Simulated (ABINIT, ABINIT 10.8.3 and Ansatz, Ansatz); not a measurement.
# Excitons of BaZrSe3 (P1): kernels and approximations

Wanted: excitons and ε₂ of BaZrSe3 (P1), with cost.

Method: PBEsol and many-body steps on it, plane waves, in ABINIT 10.8.3 and Ansatz 0.2.0.

**1. Starting point**

Symmetry: P1, No. 1, triclinic system. Conventional cell: a = 5.287 Å, b = 5.296 Å, c = 5.309 Å, α = 89.89°, β = 89.91°, γ = 89.96°. Nearest to Ba lie 12 Se at 3.63 to 3.88 Å. Zr has 6 Se at 2.57 to 2.75 Å nearest. Nearest to Se lie 2 Zr at 2.61 to 2.70 Å and 4 Ba at 3.69 to 3.80 Å. Nearest to Se lie 2 Zr at 2.62 to 2.69 Å and 4 Ba at 3.63 to 3.88 Å. Nearest to Se lie 2 Zr at 2.57 to 2.75 Å and 4 Ba at 3.71 to 3.77 Å. Farther neighbours and most contacts between anions are not listed.

Coordinates:

```cif
data_structure
_symmetry_space_group_name_H-M 'P 1'
_symmetry_Int_Tables_number 1
_cell_length_a 5.2874
_cell_length_b 5.2964
_cell_length_c 5.3095
_cell_angle_alpha 89.891
_cell_angle_beta 89.914
_cell_angle_gamma 89.961
_cell_volume 148.69
loop_
_atom_site_label
_atom_site_type_symbol
_atom_site_fract_x
_atom_site_fract_y
_atom_site_fract_z
_atom_site_occupancy
Ba1 Ba 0.99864 0.99848 0.99867 1
Zr2 Zr 0.47658 0.49007 0.47673 1
Se3 Se 0.48832 0.99851 0.50269 1
Se4 Se 0.98384 0.51164 0.51854 1
Se5 Se 0.49261 0.50131 0.99337 1
```

The cell and positions are those that the Materials Project relaxed with its own functionals (PBE, PBE+U or r2SCAN), kept fixed. Spin-orbit coupling is left out unless a step names it.

**2. Empty states on the mesh, 2×2×2 mesh, 162 bands**

This step: ABINIT 10.8.3; DFT, PBEsol, plane waves, norm-conserving pseudopotentials.

The sums over transitions need many empty states on a uniform mesh; this step solves for them.

run.abi

```
acell 3*1.0 Angstrom
rprim 
  5.287383000000 -0.000000000000 -0.000000000000
  0.003576000000 5.296392000000 -0.000000000000
  0.007950000000 0.010054000000 5.309462000000
ntypat 3
znucl 56 40 34
natom 5
typat 1 2 3 3 3
xred 
  0.998643000000 0.998478000000 0.998673000000
  0.476578000000 0.490069000000 0.476727000000
  0.488317000000 0.998506000000 0.502693000000
  0.983845000000 0.511636000000 0.518540000000
  0.492614000000 0.501310000000 0.993370000000
pp_dirpath "pseudos"
pseudos "Ba.upf, Zr.upf, Se.upf"
ecut 48
ngkpt 2 2 2
nshiftk 1
shiftk 0 0 0
kptopt 1
chksymbreak 0
iscf -2
irdden 1
istwfk *1
nband 162
nbdbuf 14
tolwfr 1e-09
nstep 60
prtvol 0
indata_prefix "in"
outdata_prefix "out"
tmpdata_prefix "tmp"
```

The run is started by

```
> OMP_NUM_THREADS=1 mpirun -n 8 abinit run.abi > log
```

Numbers of over 12 decimals in the logs are rounded to 6 here.

Log:

```text
.Version 10.8.3 of ABINIT. v10.8.2 released Aug 2026.

 Symmetries : space group P1 (#  1); Bravais aP (primitive triclinic)
[... echo of the input left out ...]
== DATASET  1 ==================================================================
-   mpi_nproc: 8, omp_nthreads: 1 (-1 if OMP is not activated)

--- !DatasetInfo
iteration_state: {dtset: 1, }
dimensions: {natom: 5, nkpt: 8, mband: 162, nsppol: 1, nspinor: 1, nspden: 1, mpw: 15990, }
cutoff_energies: {ecut:  48.0, pawecutdg:  -1.0, }
[...]
1.61460    1.64163    1.65554    1.65808    1.67060    1.67686    1.67936    1.68665
   1.68832    1.69078    1.69462    1.70494    1.70642    1.70793    1.73181    1.73341
   1.74103    1.74435
 prteigrs : prtvol=0 or 1, do not print more k-points.

== END DATASET(S) ==============================================================
================================================================================

 -outvars: echo values of variables after computation  --------
            nband         162
             nkpt           8
          spgroup           1
 [... the other variables as echoed above ...]

 Calculation completed.
```

It took 2.3 min on 8 MPI ranks of AMD EPYC 7R43, shared host; peak memory 1.1 GiB; 19 min of CPU time.

This step gave:

- gap: 0.1584 eV
- k of the valence top: 0.5, 0.5, 0.5
- k of the conduction bottom: 0, 0, 0
- least direct gap: 0.6966 eV
- k points computed: 8
- lowest point of the top converged band, above the valence top: 36.61 eV

On this mesh the gap is 0.158 eV.

The density comes from a self-consistent run that is not shown.

**3. Screening, 2×2×2 mesh, 148 bands, screening to 98 eV**

The RPA dielectric matrix is built and inverted for each q.

This step: RPA screening on PBEsol, plane waves, norm-conserving pseudopotentials.

Changes to run.abi since step 2:

```diff
@@ -23,10 +23,11 @@
 chksymbreak 0
-iscf -2
-irdden 1
 istwfk *1
-nband 162
-nbdbuf 14
-tolwfr 1e-09
-nstep 60
-prtvol 0
+occopt 1
+irdwfk 1
+optdriver 3
+nband 148
+ecuteps 3.6
+inclvkb 2
+awtr 1
+symchi 1
 indata_prefix "in"
```

Log:

```text
.Version 10.8.3 of ABINIT. v10.8.2 released Aug 2026.

 Symmetries : space group P1 (#  1); Bravais aP (primitive triclinic)
[... echo of the input left out ...]
== DATASET  1 ==================================================================
-   mpi_nproc: 8, omp_nthreads: 1 (-1 if OMP is not activated)

--- !DatasetInfo
iteration_state: {dtset: 1, }
dimensions: {natom: 5, nkpt: 8, mband: 148, nsppol: 1, nspinor: 1, nspden: 1, mpw: 15990, }
cutoff_energies: {ecut:  48.0, pawecutdg:  -1.0, }
[...]
--------------------------------------------------------------------------------
[... chi0 elements left out ...]
 For q-point:  0.000010 0.000020 0.000030
  dielectric constant =  24.4598
  dielectric constant without local fields =  31.1399

  Average fulfillment of the sum rule on Im[epsilon] for q-point    1 :     34.82  [%]
[... wings left out ...]
  q-point number  2        q = ( 0.500000, 0.000000, 0.000000) [r.l.u.]
--------------------------------------------------------------------------------
[... chi0 elements left out ...]
  Average fulfillment of the sum rule on Im[epsilon] for q-point    2 :     38.32  [%]

 [... 6 further q-points ...]
```

Wall time 1.9 min (8 MPI ranks); peak memory 5.8 GiB.

This step gave:

```yaml
eps_infinity_with_local_fields_on_this_mesh_along_the_program_s_q_direction: 24.46
the_same_without_local_fields: 31.14
plasma_frequency: 29.52 eV
plane_waves_in_the_screening_matrix: 341
```

Local fields lower ε∞ by 21 %. On a Γ-centred mesh this coarse the value itself is usually too large, while a short band sum pulls it down.

**4. Self-energy, 2×2×2 mesh, 148 bands, screening to 98 eV**

The self-energy is evaluated for the states that the input lists, and the levels follow from it, in one-shot runs by the linearised quasiparticle equation.

This step: G0W0 on PBEsol, plane waves, norm-conserving pseudopotentials.

Changes to run.abi since step 3:

```diff
@@ -26,8 +26,17 @@
 irdwfk 1
-optdriver 3
+optdriver 4
 nband 148
+gwcalctyp 0
+ecutsigx 48
+symsigma 1
+nkptgw 2
+kptgw 
+  0.5000000000 0.5000000000 0.5000000000
+  0.0000000000 0.0000000000 0.0000000000
+bdgw 
+  46 49
+  46 49
 ecuteps 3.6
-inclvkb 2
-awtr 1
-symchi 1
+irdscr 1
+ppmodel 1
 indata_prefix "in"
```

Log:

```text
.Version 10.8.3 of ABINIT. v10.8.2 released Aug 2026.

 Symmetries : space group P1 (#  1); Bravais aP (primitive triclinic)
[... echo of the input left out ...]
== DATASET  1 ==================================================================
-   mpi_nproc: 8, omp_nthreads: 1 (-1 if OMP is not activated)

--- !DatasetInfo
iteration_state: {dtset: 1, }
dimensions: {natom: 5, nkpt: 8, mband: 148, nsppol: 1, nspinor: 1, nspden: 1, mpw: 15990, }
cutoff_energies: {ecut:  48.0, pawecutdg:  -1.0, }
[...]
Band     E0 <VxcDFT>   SigX SigC(E0)      Z dSigC/dE  Sig(E)    E-E0       E
[...]
48   5.948 -12.641  -7.808  -3.747   0.789  -0.267 -11.783   0.858   6.805
       49   6.078 -12.779  -8.179  -3.529   0.790  -0.266 -11.932   0.846   6.924

== END DATASET(S) ==============================================================
================================================================================

 -outvars: echo values of variables after computation  --------
           etotal      0.0000000000E+00
            nband         148
             nkpt           8
          spgroup           1
 [... the other variables as echoed above ...]

 Calculation completed.
```

Run time: 21 s. Hardware: 8 MPI ranks; peak memory 3.4 GiB.

This step gave:

- G0W0 gap on the points computed: 0.7630 eV
- starting gap on the mesh: 0.1584 eV
- k of the valence top: 0.5, 0.5, 0.5
- k of the conduction bottom: 0, 0, 0
- least direct G0W0 gap on the computed points: 1.321 eV

The gap on the mesh goes from 0.16 eV to 0.76 eV, a correction of +0.60 eV.

The gap opens by 0.605 eV; the next steps shift the empty bands rigidly by 0.605 eV.

**5. Excitons**

Light makes an electron and a hole together. The Bethe-Salpeter equation adds their screened attraction and their exchange, in a window of bands around the gap.

This step: Bethe-Salpeter equation on PBEsol with a scissors shift, plane waves, norm-conserving pseudopotentials.

Changes to run.abi since step 4:

```diff
@@ -26,17 +26,17 @@
 irdwfk 1
-optdriver 4
-nband 148
-gwcalctyp 0
-ecutsigx 48
-symsigma 1
-nkptgw 2
-kptgw 
-  0.5000000000 0.5000000000 0.5000000000
-  0.0000000000 0.0000000000 0.0000000000
-bdgw 
-  46 49
-  46 49
+optdriver 99
+bs_calctype 1
+mbpt_sciss 0.605 eV
+bs_loband 39
+nband 59
+bs_exchange_term 1
+bs_coulomb_term 11
+bs_coupling 0
+bs_algorithm 1
+bs_freq_mesh 0 7 0.05 eV
+zcut 0.15 eV
 ecuteps 3.6
+ecutwfn 24
+inclvkb 2
 irdscr 1
-ppmodel 1
 indata_prefix "in"
```

Log:

```text
.Version 10.8.3 of ABINIT. v10.8.2 released Aug 2026.

 Symmetries : space group P1 (#  1); Bravais aP (primitive triclinic)
[... echo of the input left out ...]
== DATASET  1 ==================================================================
-   mpi_nproc: 8, omp_nthreads: 1 (-1 if OMP is not activated)

--- !DatasetInfo
iteration_state: {dtset: 1, }
dimensions: {natom: 5, nkpt: 8, mband: 59, nsppol: 1, nspinor: 1, nspden: 1, mpw: 5646, }
cutoff_energies: {ecut:  24.0, pawecutdg:  -1.0, }
electrons: {nelect:   9.40000000E+01, charge:   0.00000000E+00, occopt:   1.00000000E+00, tsmear:   1.00000000E-02, }

 Exciton: Calculation of dielectric properties by solving the Bethe-Salpeter equation
 in frequency domain and reciprocal space on a transitions basis set.
 Based on a program developed by L. Reining, V. Olevano, F. Sottile,
 S. Albrecht, and G. Onida. Incorporated in ABINIT by M. Giantomassi.

.Using double precision arithmetic ; gwpc =  8

[... cell and pseudopotentials left out ...]
--------------------------------------------------------------------------------

 ==== K-mesh for the wavefunctions ====
 Number of points in the irreducible wedge :     8
[... list of points left out ...]
 Together with  1 symmetry operations and time-reversal symmetry
 yields     8 points in the full Brillouin Zone.

 ==== Q-mesh for the screening function ====
 Number of points in the irreducible wedge :     8
[... list of points left out ...]
 Together with  1 symmetry operations and time-reversal symmetry
 yields     8 points in the full Brillouin Zone.

 vcoul_init : cutoff-mode = AUXILIARY_FUNCTION
 q-points for optical limit:   1
     1)      0.000010    0.000020    0.000030
 setmesh: FFT mesh size selected  =    32x   32x   32
          total number of points  =        32768

 ==== Fundamental parameters for the solution of the Bethe-Salpeter equation: ====
 Algorithm: Direct diagonalization.
 Dimension of the v, W matrices,  npweps  = 341
 Cutoff for the wavefunctions,    npwwfn  = 5611
 Number of k-points in the IBZ,   nkibz   = 8
 Highest empty band included,     nband   = 59
 === Spin UP ===
 Number of resonant transitions          864
 Lowest occupied state                   39
 Highest occupied state                  47
 Lowest unoccupied state                 48
 Highest unoccupied state                59
 Minimum frequency [eV]           Emin    =   0.00
 Maximum frequency [eV]           Emax    =   7.00
 Frequency step [eV]              dE      =   0.05
 Lorentzian broadening [eV]       eta     =   0.15
 RPA L0 with KS energies and KS wavefunctions
 Scissors operator energy [eV] =          0.60
 Local fields effects (v term) included
 Excitonic effects (W term) included
 Full W_GG' included
 W is read from an external SCR file
 Resonant-only calculation (Hermitian case)

 Calculating epsilon_Macro(q-->0,w), along the following directions:
 q = (  1.590227  0.000000  0.000000) [r.l.u.]
 q = (  0.000000  1.592936  0.000000) [r.l.u.]
 q = (  0.000000  0.000000  1.596870) [r.l.u.]
 q = (  1.590229  0.001076  0.002391) [r.l.u.]
 q = (  0.000000  1.592939  0.003024) [r.l.u.]
 q = (  0.000000  0.000000  1.596870) [r.l.u.]
 Number of electrons calculated from density =   93.3212; Expected =   94.0000
 average of density, n =  0.093006
 r_s =    1.3692
 omega_plasma =   29.4179 [eV]

. Writing resonant excitonic Hamiltonian on file out_BSR; file size=   0.01 [Gb].
 Direct diagonalization of the resonant excitonic Hamiltonian, Matrix size= 864
. Using LAPACK sequential version.
 Excitonic eigenvalues in eV up to n=   32
   1.16179   1.20352   1.26700   1.37686   1.39323   1.52601   1.54021   1.60408
   1.69356   1.78137   1.79083   1.84517   1.89172   1.94266   1.95880   1.98319
   1.99173   2.02778   2.08001   2.15290   2.21296   2.28024   2.36363   2.39207
   2.66556   2.71094   2.73113   2.76061   2.76967   2.77874   2.80176   2.81162

 First excitonic eigenvalue=    1.16 [eV]
 Last  excitonic eigenvalue=   13.05 [eV]

 GW  direct gap       1.30  0.00 [eV]
 EXC direct gap       1.16  0.00 [eV]
 EXC binding energy   0.14  0.00 [eV]

 Excitonic eigenvalues up to the GW energy gap [eV]
  1 (  1.16  0.00)
  2 (  1.20  0.00)
  3 (  1.27  0.00)

 Macroscopic dielectric function:
 omega [eV] <KS_RPA_nlf>  <GW_RPA_nlf>  <BSE>
   0.0000  33.6072   0.0000  23.9308   0.0000  25.8881   0.0000
   0.0500  33.6613   0.3684  23.9451   0.0885  25.9079   0.1248
   0.1000  33.8248   0.7503  23.9879   0.1781  25.9676   0.2515
   0.1500  34.1022   1.1607  24.0599   0.2696  26.0681   0.3821
   0.2000  34.5006   1.6178  24.1617   0.3643  26.2107   0.5186
   0.2500  35.0305   2.1452  24.2944   0.4633  26.3974   0.6635
   0.3000  35.7053   2.7760  24.4595   0.5679  26.6310   0.8196
   0.3500  36.5399   3.5582  24.6589   0.6798  26.9151   0.9902
   0.4000  37.5470   4.5644  24.8950   0.8007  27.2541   1.1796
   0.4500  38.7247   5.9069  25.1706   0.9329  27.6537   1.3929

 Writing KS-RPA macroscopic dielectric function without local fields to file: out_RPA_NLF_MDF
 Writing GW-RPA macroscopic dielectric function without local fields to file: out_GW_NLF_MDF
 Writing EXC Macroscopic dielectric function to file: out_EXC_MDF

== END DATASET(S) ==============================================================
================================================================================

 -outvars: echo values of variables after computation  --------
           etotal      0.0000000000E+00
            nband          59
             nkpt           8
          spgroup           1
 [... the other variables as echoed above ...]

 Calculation completed.
```

The job ended after 47 s (8 MPI ranks; peak memory 1.7 GiB; 6.2 min of CPU time).

This step gave:

```
direct gap of the transition levels                            : 1.301 eV
transitions in the window                                      : 864
first strong exciton (over a fiftieth of the strongest listed) : 1.162 eV
lowest state                                                   : 1.162 eV
binding of the lowest state below the direct gap               : 0.1395 eV
Coulomb term of one mesh cell                                  : 0.1578 eV
```

The binding is 0.88 times the screened Coulomb term of one mesh cell (0.16 eV), so it is not shown settled.

The lowest state lies at 1.162 eV, 0.139 eV under the direct gap.

Lines within 3 meV are set at the lowest of them, and the highest group, which the list may cut short, is left out. Exciton lines, with heights relative to the strongest:

```
position (eV)  oscillator strength, relative
        1.162                            100
        1.204                             50
        1.267                             53
        1.377                             36
        1.393                             57
        1.526                            4.7
        1.540                             13
        1.604                             30
        1.694                             34
        1.781                             20
        1.791                             81
        1.845                            2.3
        1.892                             37
        1.943                            2.1
        1.959                             15
```

The ε₂ has structure finer than the step of the table below, so its rows give means over 0.25 eV, whole bins alone (the curve runs from 0 to 6.95 eV). Peaks (eV: height): BSE 1.250: 30.1, 1.900: 30.9, 3.500: 31.6, 5.100: 13.7; no electron-hole interaction 2.000: 41.9, 3.700: 30.6, 5.300: 12.8, 6.250: 12.8; Kohn-Sham, no shift 1.400: 41.8, 3.100: 30.5, 4.700: 12.7, 5.650: 12.8.

Mean over the three Cartesian directions of q; broadening 0.15 eV; transition window only. Limits: finite bands, cutoff and mesh; no spin-orbit coupling; coarse k mesh; exciton not shown settled in the k mesh. ε₂ against photon energy; means over each step:

```
photon energy (eV)    BSE  no electron-hole interaction  Kohn-Sham, no shift
              0.25  0.678                         0.470                 2.28
              0.50   1.69                          1.10                 8.67
              0.75   4.03                          2.26                 22.9
              1.00   13.5                          5.57                 23.6
              1.25   28.5                          17.9                 34.8
              1.50   24.4                          24.6                 37.5
              1.75   28.4                          28.3                 21.3
              2.00   28.4                          40.4                 9.85
              2.25   18.8                          28.3                 6.79
              2.50   9.60                          14.0                 7.88
              2.75   9.35                          7.06                 10.6
              3.00   11.9                          7.69                 25.0
              3.25   16.7                          8.57                 20.3
              3.50   28.7                          18.1                 8.31
              3.75   15.1                          26.4                 6.37
              4.00   7.46                          11.9                 8.16
              4.25   8.59                          6.48                 9.68
              4.50   10.4                          7.08                 9.21
              4.75   11.8                          9.74                 11.0
              5.00   12.5                          8.78                 8.21
              5.25   10.4                          11.3                 10.2
              5.50   7.65                          8.58                 11.5
              5.75   7.22                          9.56                 11.6
              6.00   7.17                          10.7                 8.57
              6.25   7.99                          12.3                 7.77
              6.50   8.16                          9.65                 5.19
              6.75   6.91                          8.11                 4.34
```

[end of part 1 of 2]

[Paths, hosts, dates, memory and timing lines, banners, echoed tables and standing remarks are left out of the program output.]

[Logs are printed without paths, hosts, clocks, repeated set-up lines and the standing remarks that a program may print on its own settings, such as how far it seeks lower states.]

[Runs of the session that timed out or met a known fault of the program may be left out.]

[Hosts, paths, dates, database ids (printed as entryN), source tags and the programs' standing remarks are cut or masked in the printed files.]

[G0W0 gaps are taken among the corrected bands and points alone; a level outside them can change the order at an edge.]

[Where Ansatz stands beside ABINIT at settings called matched, ABINIT's density can come from a denser mesh and the files from another edition; pairs whose starting gaps differed by over 0.03 eV were left out, so agreement reads better than it is.]
